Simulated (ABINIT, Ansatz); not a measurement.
Entries from a set of simulations; values are calculated unless marked as measured.

```
! title: A GW chain in ABINIT: ZnSe (Stilleite)
! method: RPA screening on PBE, plane waves, norm-conserving pseudopotentials (and 2 further levels or steps)
! program: ABINIT 10.8.3
! settings: cutoff 48 Ha, PseudoDojo scalar-relativistic 0.4 stringent, norm-conserving, ngkpt (4, 4, 4), nband 53, ecuteps 3.6 Ha, inclvkb 2, shiftk (0, 0, 0), symchi 1, awtr 1, frequency ppm, 4×4×4 k-mesh
! cost: 5 runs, 96 s in all on 4 MPI ranks of Arm Neoverse V1, shared host
! notes: The cell and positions come from the Crystallography Open Database and are kept as given unless a step says otherwise. Limits: no spin-orbit coupling. The 4×4×4 mesh is coarse for this cell, which bears on the long-range parts of exchange and screening.
! PBE gap: 1.29 eV, direct
! G0W0 gap on the mesh: 2.02 eV
! GW settings: 4×4×4 mesh, 53 bands, screening to 98 eV, Godby-Needs plasmon pole
! known limits: short of the basis limit; no spin-orbit coupling; coarse k mesh
CELL_PARAMETERS angstrom
0.00000 2.83380 2.83380
2.83380 0.00000 2.83380
2.83380 2.83380 0.00000
ATOMIC_POSITIONS crystal
Zn 0.00000 0.00000 0.00000
Se 0.25000 0.25000 0.25000
```

[Long decimals in the printed logs are rounded to 6 places.]

[Logs are printed without paths, hosts, clocks, repeated set-up lines and the standing remarks that a program may print on its own settings, such as how far it seeks lower states.]

[Paths, hosts, dates, memory and timing lines, banners, echoed tables and standing remarks are left out of the program output; an Ansatz launch command may be rebuilt from the run's recorded settings. Measured values are a selection of at most five: reports struck by readers or far from the other reports are left out. None is set beside runs whose start may be inverted or whose files or cutoffs have a known fault.]

[Runs of the session that timed out or met a known fault of the program may be left out.]

[Hosts, paths, dates, database ids (printed as entryN), source tags and the programs' standing remarks are cut or masked in the printed files.]

[G0W0 gaps are taken among the corrected bands and points alone; a level outside them can change the order at an edge.]

[Where Ansatz stands beside ABINIT at settings called matched, ABINIT's density can come from a denser mesh and the files from another edition; pairs whose starting gaps differed by over 0.03 eV were left out, so agreement reads better than it is.]
